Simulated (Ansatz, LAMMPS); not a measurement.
# S in place of O at several sites of glassy 30Al2O3-70P2O5 (mol %) (128 atoms), part 2 of 4

Aim: make S in place of O at several sites of glassy 30Al2O3-70P2O5 (mol %) (128 atoms), relax each, and compare their energies.

Ansatz 0.2.0; Kohn-Sham DFT, PBE, PAW (set soft_2), plane waves.

The cell: 12 Al, 28 P and 88 O. The quench rate of 100 K/ps is many orders above laboratory rates. The starting topology of bonds comes from the classical model. Sampling is at Γ alone, for a cell whose shortest periodic width is 12 Å.

So far. Step 2 (Single point at the start): The r.m.s. force at the start is 1.4 eV/Å. Step 3 (Relaxation): The relaxation converged after 22 steps, 15.2 eV below its start, with a largest force component of 0.031 eV/Å.

## 4. Single point at the relaxed geometry

One more single point at the end of the walk gives the fuller output and checks the residual forces.

Contents of input.yaml:

```yaml
crystal:
  lattice:
    - [11.92456, 0.0, 0.0]
    - [0.0, 11.92456, 0.0]
    - [0.0, 0.0, 11.92456]
  atoms:
    - { symbol: Al, position: [0.4087, 0.02997, 0.03613] }
    - { symbol: Al, position: [0.50114, 0.1647, 0.31889] }
    - { symbol: Al, position: [0.02283, 0.37182, 0.91221] }
    - { symbol: Al, position: [0.76488, 0.19061, 0.67984] }
    - { symbol: Al, position: [0.88004, 0.27598, 0.29763] }
    - { symbol: Al, position: [0.15068, 0.03234, 0.16246] }
    [... 116 atom lines left out ...]
    - { symbol: O, position: [0.47426, 0.47222, 0.25938] }
    - { symbol: O, position: [0.10152, 0.91881, 0.051] }
    - { symbol: O, position: [0.05864, 0.49112, 0.19898] }
    - { symbol: O, position: [0.12855, 0.81855, 0.71479] }
    - { symbol: O, position: [0.23894, 0.77174, 0.11305] }
    - { symbol: O, position: [0.94707, 0.97018, 0.4393] }
kpoints:
  mp_grid: { grid: [1, 1, 1] }
hamiltonian:
  xc: pbe
scf:
  occupations: { method: fixed }
output:
  forces: true
  stress: true
  populations: true
  dos:
    method: { smearing: { sigma: 0.1 } }
    de: 0.1
    projected: { site_lists: { Al: [Al], O: [O], P: [P] } }
  eigenvalues: true
  write_density: true
  write_potential: true
  volumetric_format: npy
```

Command:

```
> ansatz run input.yaml --threads 4 --pin off --max-ram 8192MiB --backend cpu --events-out ev --progress --plain --runs-dir out
```

Numbers of over 12 decimals in the logs are rounded to 6 here.

Log:

```text
[...]
Crystal: 128 atoms, lattice volume = 1695.614 Å³
Basis set: ecut = 420 eV, 33131 PW (Γ), exchange–correlation on 160×160×160 points (8 copies of the dense FFT grid, shifted against one another)
Bands: 480, of which v1, the nominal top of the filled ones, is band 352 counted from 1 (351 counted from 0)
Symmetry: 1 space group operations
[...]
k-points: 1
[...]
SCF iter   1: F=—  HF=-77609.138414 eV  |F-HF|=—  |Δ(HF+E_count)|=         —  Δρ=3.27e-3  dr2=2.74e-1  ethr=1.77e-3  ⟨swp⟩=6.0  Hψ=1941  notcnv=0  defer=126
[...]
SCF iter  10: F=-77609.095210 eV  HF=-77609.095210 eV  |F-HF|=1.85e-8  |Δ(HF+E_count)|=   4.55e-8  Δρ=1.94e-6  dr2=5.35e-8  ethr=1.42e-11  ⟨swp⟩=28.0  Hψ=5602  notcnv=0
SCF 1 converged in 10 iterations: F = -77609.095210 eV  dr2 = 5.35e-8
[...]
WARN: The input density's exchange-correlation potential varies sharply where the density is thin. Do not read a vacuum level from v_tot or v_xc, or from such a field of the output density. On a cell that repeats whose density bears no net charge and no dipole along the vacuum's axis use v_es (v_loc + v_h of the components); [...]
SCF converged after 10 iterations
Free energy (F): -77609.095210 eV
[...]
Internal energy: -77609.095210 eV  (E = F + TS)
E sigma→0 (E₀):  -77609.095210 eV
Fermi energy:    3.421300 eV
[...]
--- Forces (eV/Å), atoms counted from 1 ---
  atom   1  Al     0.00271864    -0.00204093    -0.00642055
  atom   2  Al     0.00086423    -0.00307741     0.00007539
  atom   3  Al    -0.00951318     0.00768498     0.00141973
  atom   4  Al    -0.00731519     0.00230239     0.01280352
  atom   5  Al    -0.00679576     0.00356483     0.00318421
  atom   6  Al     0.00832178    -0.00472573    -0.00942440
  atom   7  Al     0.01543047     0.01516286     0.00489423
  atom   8  Al    -0.00383128     0.00455847    -0.00232318
  atom   9  Al     0.01845141     0.00498301    -0.00325308
  atom  10  Al     0.00042328    -0.01633671    -0.00192349
  atom  11  Al    -0.00071096    -0.01343449     0.00982532
  atom  12  Al    -0.01154063    -0.00772595    -0.00356516
  atom  13  P      0.00979013    -0.00794680     0.00460550
  atom  14  P     -0.01243069     0.00394678    -0.00257254
[...]
atom 127  O     -0.00443400     0.00346731     0.00447525
  atom 128  O     -0.01084458     0.00812252    -0.00260006
  max |Σ_I F_I| component: 2.47e-4 eV/Å
--- Stress (GPa, compression-positive) ---
       -0.331453      -0.764405       1.203803
       -0.764398       0.899479      -0.515854
        1.203807      -0.515850      -1.618177
  P = ⅓ Tr σ = -0.3501 GPa (-3.501 kbar)
--- Band table (eV) ---
[...]
--- Löwdin populations: 128 sites ---
  site symbol       q [e]
     0     Al      1.6651
     1     Al      1.5670
     2     Al      1.6059
[...]
127      O      6.7179
  spilling = 0.016387 (of n_electrons = 704.000000)
```

Run time: 40 s. Hardware: 4 threads of Arm Neoverse V2, shared host; peak memory 2.4 GiB; 2.6 min of CPU time.

The program notes that the exchange-correlation potential is rough where the density is thin.

Read from the output:

| Property | Result |
| --- | --- |
| free energy | -77609.0952 eV |
| free energy per atom | -606.3211 eV/atom |
| SCF cycles | 10 |
| pressure | -0.3501 GPa |
| r.m.s. force component | 0.00682 eV/Å |
| longest force | 0.03442 eV/Å |
| Fermi energy | 3.421 eV |
| gap (highest filled to lowest empty level) | 2.644 eV |
| spilling of the projection | 0.01639 |

Löwdin charges by element and coordination (they lack the spilled electrons, 0.090 e an atom on average):

```csv
element,coordination,atoms,mean charge (e),spread,least,most
Al,all,12,1.41,0.0393,1.31,1.44
Al,4,11,1.41,0.0288,1.33,1.44
Al,5,1,1.31,0,1.31,1.31
O,all,88,-0.762,0.0488,-0.921,-0.682
O,1,14,-0.784,0.038,-0.852,-0.697
O,2,74,-0.758,0.0495,-0.921,-0.682
P,all,28,2.21,0.0456,2.09,2.28
P,4,27,2.21,0.0462,2.09,2.28
P,5,1,2.18,0,2.18,2.18
```

Density of states as counts of states in windows of 1 eV (from the Fermi level), total and the larger projections:

```csv
from (eV),to (eV),total,O p,P p,O s
-18,-17,9.0,0.4,1.8,6.4
-17,-16,7.0,0.1,0.2,5.4
-16,-15,0.0,0.0,0.0,0.0
-15,-14,1.8,1.0,0.2,0.2
-14,-13,3.8,2.1,0.5,0.4
-13,-12,5.7,3.3,0.7,0.7
-12,-11,15.0,9.0,1.9,1.7
-11,-10,13.1,8.3,2.2,1.1
-10,-9,18.7,12.4,3.0,1.2
-9,-8,25.3,17.6,3.2,1.5
-8,-7,35.6,25.3,4.8,2.3
-7,-6,37.0,28.1,4.4,2.3
-6,-5,44.5,36.6,3.1,2.8
-5,-4,75.6,65.0,3.4,3.3
-4,-3,84.1,76.1,2.5,2.2
-3,-2,82.1,77.0,1.4,1.3
-2,-1,55.6,52.1,1.5,0.5
-1,0,28.9,27.3,0.5,0.2
0,1,1.1,1.0,0.0,0.0
1,2,0.0,0.0,0.0,0.0
2,3,2.0,0.3,0.4,0.4
3,4,2.2,0.3,0.3,0.4
4,5,8.0,1.2,1.4,1.5
```

With fixed occupations the program's Fermi level is the highest filled level; weight inside the gap is the broadening of levels at its edges.

Between -24 and -18 eV lie 160 more states.

The levels nearest the highest filled one (over half full), pooled over k-points and spins:

```csv
level less the highest filled one (eV),occupation
-0.488,2
-0.430,2
-0.365,2
-0.348,2
-0.221,2
0,2
2.64,0
3.79,0
4.07,0
4.28,0
4.54,0
4.95,0
```

Valence density in the ac plane at fractional y = 0.491, with atoms of Al and P and O within 0.2 Å of it. It is the smooth field of the valence electrons, not physical close to the nuclei.

Ten steps, logarithmic in the rise over the least value, from '0' (0.0 e/Å³) to '9' (6.5 e/Å³), each cell a mean:
```
1235765322232110001236887433333210
1257986411122100000137998654554321
1246775311121100000025777543454321
0123333223321000000012334555443210
0000111123321111000000124677531000
0000000123332333321000125899631000
2210000123344578752000124787521012
6542112344445689963101123444210135
9863224788654578742111111122101257
8753235899743233321112221233211246
4432124677531111111011223467642123
1223222333210123332111123578852101
1356653100000135543222333567642000
2479974100000135554346655455431000
2479974100000134444568875324421000
1356642100000235554456665444431000
2344431100001257875323322333321001
4666431100001368985311111112110012
6998531000000257864211234321000013
6998521000000123432112468752100013
3565210000000000112234689973100001
1121000000011000123444678752100000
0000000001222110123443454321000000
0012322112333210012345554211111000
```
Columns run along a (11.9 Å), rows up along c (11.9 Å). Atoms in or near the plane, at fractional coordinates: Al at (0.27, 0.91), Al at (0.71, 0.63), P at (0.77, 0.39), P at (0.80, 0.89), O at (0.67, 0.93), O at (0.72, 0.14), O at (0.11, 0.41), O at (0.45, 0.68), O at (0.25, 0.60), O at (0.06, 0.20).

Electrostatic potential energy in the ac plane at fractional y = 0.491, with atoms of Al and P and O within 0.2 Å of it. With pseudopotentials it is smooth inside the atoms' cores, unlike the true potential.

Ten even steps from '0' (-43 eV) to '9' (11 eV), each cell a mean:
```
9998668755678999999986325877789999
9985125667657999999995001411268999
9997567667668999999998545200048999
9999999766678999999999988410268999
9999999988889999999999998634789999
9999999998888999999999998301699999
9999999998756753489999887534899999
7899999987534510169998655568999998
1378888633556764599987567657899984
3466567200588999999987556567999996
8755556645899999999998766665799999
9865557899999999999999888831389999
9875578999999998788999988754689999
9841159999999987546787675102689999
9841159999999974001663242000379999
9876689999999984002676675102689999
9865689999999985237899998777899999
9756789999999972027999999999999999
6103899999999995469999999999999999
6213899999999999999999974589999999
9879999999999999999877620169999999
9999999999999999998621244589999999
9999999999999999998500048999999999
9999999988889999998742468999999999
```
Columns run along a (11.9 Å; values clipped at the 3rd and 97th percentile), rows up along c (11.9 Å). Atoms in or near the plane, at fractional coordinates: Al at (0.27, 0.91), Al at (0.71, 0.63), P at (0.77, 0.39), P at (0.80, 0.89), O at (0.67, 0.93), O at (0.72, 0.14), O at (0.11, 0.41), O at (0.45, 0.68), O at (0.25, 0.60), O at (0.06, 0.20).

Filled and empty levels are parted by 2.64 eV (at Γ alone); a semilocal functional tends to put such gaps too low. In a disordered cell it changes from sample to sample, and tail or defect levels can set it. Mean Löwdin charges: Al +1.41, O -0.76, P +2.21 e (they miss 1.6 % of the electrons, so they add up to more than the cell's charge).

## 5. S on a site of O, site O119

The site has 1 bonded neighbour (P) at 1.49 Å on average, by cutoffs that count no bonds between two metal atoms or like ions. The change is made in the relaxed cell and the atoms are relaxed again, with spin allowed.

Contents of input.yaml:

```yaml
crystal:
  lattice:
    - [11.92456, 0.0, 0.0]
    - [0.0, 11.92456, 0.0]
    - [0.0, 0.0, 11.92456]
  atoms:
    [... atom lines 1 to 115 left out ...]
    - { symbol: O, position: [0.88241, 0.7175, 0.15792] }
    - { symbol: O, position: [0.54401, 0.3678, 0.05535] }
    - { symbol: O, position: [0.74515, 0.9973, 0.15523] }
    - { symbol: S, position: [0.47297, 0.74812, 0.81858], spin: 0.6 }
    - { symbol: O, position: [0.62248, 0.83406, 0.94567] }
    - { symbol: O, position: [0.13137, 0.46192, 0.92636] }
    - { symbol: O, position: [0.22521, 0.80596, 0.90014] }
    [... atom lines 123 to 128 left out ...]
magnetization:
  spin_polarized: true
kpoints:
  mp_grid: { grid: [1, 1, 1] }
hamiltonian:
  xc: pbe
scf:
  occupations: { method: fermi_dirac, width: 0.025 }
  lower_state_search: "off"
output:
  forces: true
  eigenvalues: true
relax:
  f_tol: 0.05
  max_steps: 90
```

Log:

```text
[...]
Crystal: 128 atoms, lattice volume = 1695.614 Å³
Basis set: ecut = 420 eV, 33131 PW (Γ), exchange–correlation on 160×160×160 points (8 copies of the dense FFT grid, shifted against one another)
Bands: 481, of which v1, the nominal top of the filled ones, is band 352 counted from 1 (351 counted from 0)
Symmetry: 1 space group operations
[...]
k-points: 1
[...]
Starting moments: Σ|m| = 1.2 μB on 2 of 128 sites
[...]
SCF iter   1: F=—  HF=-78010.903216 eV  |F-HF|=—  |Δ(HF+E_count)|=         —  Δρ=6.33e-2 (↑6.26e-2 ↓6.33e-2)  dr2=2.54e2  dr2_m=1.50e-1  M=0.000 μB ∫|m|=0.157 μB  β_m=0.30  ethr=3.10e-3  ⟨swp⟩=8.0  Hψ=5163  notcnv=0  defer=121
[...]
spin=Collinear: Resta preconditioning applied to the charge; magnetization (m = ρ↑ − ρ↓) channel mixes plain (no charge-response kernel on spin).
SCF iter   2: F=—  HF=-77950.313297 eV  |F-HF|=—  |Δ(HF+E_count)|=    6.06e1  Δρ=2.98e-2 (↑2.92e-2 ↓2.98e-2)  dr2=5.65e1  dr2_m=7.24e-2  M=0.000 μB ∫|m|=0.118 μB  β_m=0.30  ethr=3.10e-3  ⟨swp⟩=4.0  Hψ=1797  notcnv=0  defer=248
SCF iter   3: F=—  HF=-77937.133398 eV  |F-HF|=—  |Δ(HF+E_count)|=    1.32e1  Δρ=1.58e-2 (↑1.55e-2 ↓1.58e-2)  dr2=8.42e0  dr2_m=3.60e-2  M=0.000 μB ∫|m|=0.095 μB  β_m=0.30  ethr=3.10e-3  ⟨swp⟩=4.5  Hψ=2547  notcnv=0  defer=250
[...]
SCF iter   7: F=—  HF=-77936.047864 eV  |F-HF|=—  |Δ(HF+E_count)|=   2.23e-2  Δρ=5.71e-4 (↑5.35e-4 ↓5.71e-4)  dr2=7.50e-3  dr2_m=2.59e-3  M=0.000 μB ∫|m|=0.030 μB  β_m=0.30  ethr=5.86e-6  ⟨swp⟩=3.0  Hψ=1504  notcnv=0  defer=248
[...]
spin-set hold released at iteration 7 (site moments contracting): the magnetisation degrees of freedom join the quasi-Newton model from the next iteration; the mixer history was flushed
SCF iter   8: F=—  HF=-77936.051100 eV  |F-HF|=—  |Δ(HF+E_count)|=   3.24e-3  Δρ=4.03e-4 (↑3.88e-4 ↓4.03e-4)  dr2=4.11e-3  dr2_m=1.37e-3  M=0.000 μB ∫|m|=0.027 μB  β_m=0.64  ethr=1.07e-6  ⟨swp⟩=2.0  Hψ=1122  notcnv=0  defer=248
[...]
SCF iter  12: F=-77936.056358 eV  HF=-77936.056361 eV  |F-HF|=3.04e-6  |Δ(HF+E_count)|=   4.19e-6  Δρ=8.73e-6 (↑8.10e-6 ↓8.73e-6)  dr2=3.85e-6  dr2_m=8.45e-8  M=0.000 μB ∫|m|=0.000 μB  ethr=3.46e-9  ⟨swp⟩=4.0  Hψ=3582  notcnv=0
WARN: the starting moments were not kept: the SCF closed with an absolute magnetisation of 4.3e-4 μB, where they sum to 1.2 μB in size (2 sites). That is at most 0.1 of that sum. Measured as dr2_m measures the in/out step, that magnetisation stands 7.9e-9 eV from none, [...]
SCF 1 converged in 12 iterations: F = -77936.056358 eV  dr2 = 3.85e-6
[...]
relax step   1: F+E_penalty+E_count = -77936.05635842 eV  Δ(F+E_penalty+E_count) = +0.000e0 eV  max|allowed force component| = 2.939e1 eV/Å  Δτ_max = 0.0000 Å  (12 SCF iters, dr2 threshold 6.25e-5 eV, accepted)
[... from here on, the SCF cycles and remarks between the steps are left out ...]
relax step   2: F+E_penalty+E_count = -77941.42208110 eV  Δ(F+E_penalty+E_count) = -5.366e0 eV  max|allowed force component| = 6.141e0 eV/Å  Δτ_max = 0.1947 Å  (6 SCF iters, dr2 threshold 1.00e-4 eV, accepted)
relax step   3: F+E_penalty+E_count = -77942.32284126 eV  Δ(F+E_penalty+E_count) = -9.008e-1 eV  max|allowed force component| = 2.043e0 eV/Å  Δτ_max = 0.1948 Å  (6 SCF iters, dr2 threshold 1.00e-4 eV, accepted)
relax step   4: F+E_penalty+E_count = -77942.61478092 eV  Δ(F+E_penalty+E_count) = -2.919e-1 eV  max|allowed force component| = 9.102e-1 eV/Å  Δτ_max = 0.2000 Å  (6 SCF iters, dr2 threshold 1.00e-4 eV, accepted)
relax step   5: F+E_penalty+E_count = -77942.69743281 eV  Δ(F+E_penalty+E_count) = -8.265e-2 eV  max|allowed force component| = 2.521e-1 eV/Å  Δτ_max = 0.1266 Å  (6 SCF iters, dr2 threshold 9.17e-5 eV, accepted)
relax step   6: F+E_penalty+E_count = -77942.71275615 eV  Δ(F+E_penalty+E_count) = -1.532e-2 eV  max|allowed force component| = 1.702e-1 eV/Å  Δτ_max = 0.0224 Å  (6 SCF iters, dr2 threshold 4.87e-6 eV, accepted)
relax step   7: F+E_penalty+E_count = -77942.55345355 eV  Δ(F+E_penalty+E_count) = +1.593e-1 eV  max|allowed force component| = 9.175e-1 eV/Å  Δτ_max = 0.1248 Å  (10 SCF iters, rejected (line search))
relax step   8: F+E_penalty+E_count = -77942.73110005 eV  Δ(F+E_penalty+E_count) = -1.834e-2 eV  max|allowed force component| = 1.446e-1 eV/Å  Δτ_max = 0.0349 Å  (10 SCF iters, accepted)
relax step   9: F+E_penalty+E_count = -77942.70378256 eV  Δ(F+E_penalty+E_count) = +2.732e-2 eV  max|allowed force component| = 3.913e-1 eV/Å  Δτ_max = 0.1000 Å  (7 SCF iters, dr2 threshold 9.53e-6 eV, rejected (line search))
relax step  10: F+E_penalty+E_count = -77942.74107255 eV  Δ(F+E_penalty+E_count) = -9.972e-3 eV  max|allowed force component| = 7.568e-2 eV/Å  Δτ_max = 0.0410 Å  (9 SCF iters, accepted)
relax step  11: F+E_penalty+E_count = -77942.74180328 eV  Δ(F+E_penalty+E_count) = -7.307e-4 eV  max|allowed force component| = 8.430e-2 eV/Å  Δτ_max = 0.0280 Å  (8 SCF iters, accepted)
relax step  12: F+E_penalty+E_count = -77942.74359021 eV  Δ(F+E_penalty+E_count) = -1.787e-3 eV  max|allowed force component| = 3.306e-2 eV/Å  Δτ_max = 0.0134 Å  (7 SCF iters, accepted)
SCF converged after 7 iterations
Magnetization: 0.0000 μB (352.0000 up, 352.0000 down)
Absolute magnetization: 0.0000 μB (∫|ρ↑−ρ↓|, with the PAW one-centre terms)
[...]
Per-site moments (μB) at R_I (Å): [(-2.2579574029475675e-9, 0.701064), (2.7914574276159945e-11, 0.725806), (2.437925414332774e-10, 0.696955), (-4.019109626957189e-10, 0.729566), (-1.2084413074875721e-9, [...]
Free energy (F): -77942.743590 eV
[...]
Internal energy: -77942.743590 eV  (E = F + TS)
E sigma→0 (E₀):  -77942.743590 eV
Fermi energy:    4.900218 eV
[...]
Σ components = -77942.743590   (vs F -77942.743590, Δ=0.00e0)
--- Forces (eV/Å), atoms counted from 1 ---
  atom   1  Al     0.00246364     0.00002887     0.00008219
  atom   2  Al     0.00140460     0.00129034     0.00072286
  atom   3  Al     0.00743734     0.00792176     0.00112749
  atom   4  Al    -0.00607688     0.00570026     0.00129013
[...]
atom 128  O      0.00296965     0.00048458     0.00050752
  max |Σ_I F_I| component: 1.57e-4 eV/Å
--- Band table (eV) ---
[...]
--- Relaxed structure (12 steps of the walk, 10 accepted, 0 SCFs on fresh bases) ---
  F+E_penalty+E_count = -77942.74359021 eV   max|allowed force component| = 3.306e-2 eV/Å
  atoms:
    - { symbol: Al, position: [0.407952, 0.030490, 0.036317] }
    - { symbol: Al, position: [0.500920, 0.165557, 0.318590] }
    - { symbol: Al, position: [0.023390, 0.374311, 0.914111] }
    - { symbol: Al, position: [0.764878, 0.191022, 0.679870] }
[...]
- { symbol: O, position: [0.946862, 0.970976, 0.438923] }
```

The job ended after 11 min (4 threads; peak memory 4.1 GiB; 44 min of CPU time).

The program notes that starting moments were not kept.

The relaxation converged after 12 steps, 6.69 eV below its start, with a largest force component of 0.033 eV/Å.

The surroundings of the S atom, after relaxation, nearest first, numbered as they follow in the input and with coordinates relative to it.

```csv
atom,x,y,z,distance (Å),bonds
S119,0.00,0.00,0.00,0.00,1
P21,0.19,1.46,1.28,1.95,4
O49,-0.38,0.84,2.70,2.85,2
O120,1.67,1.77,1.58,2.90,2
O41,0.45,1.41,-2.53,2.93,2
O85,-0.55,-2.37,-1.73,2.98,1
O98,-2.61,-1.49,-0.49,3.04,2
P39,-1.09,1.18,-2.59,3.05,4
O59,-1.81,2.02,-1.41,3.06,2
O48,-0.66,2.76,1.18,3.07,2
```

The column of bonds counts only the pairs O-P within 2.11 Å, O-Al within 2.33 Å, P-S within 2.33 Å; other neighbours, such as metal atoms beside each other in a compound, aren't counted, and periodic images can show an atom twice.

The largest move is 0.64 Å, by S119.

(Continued in part 3 of 4.)

[Logs are printed without paths, hosts, clocks, repeated set-up lines and the standing remarks that a program may print on its own settings, such as how far it seeks lower states.]

[Hosts, paths, dates, database ids (printed as entryN), source tags and the programs' standing remarks are cut or masked in the printed files.]
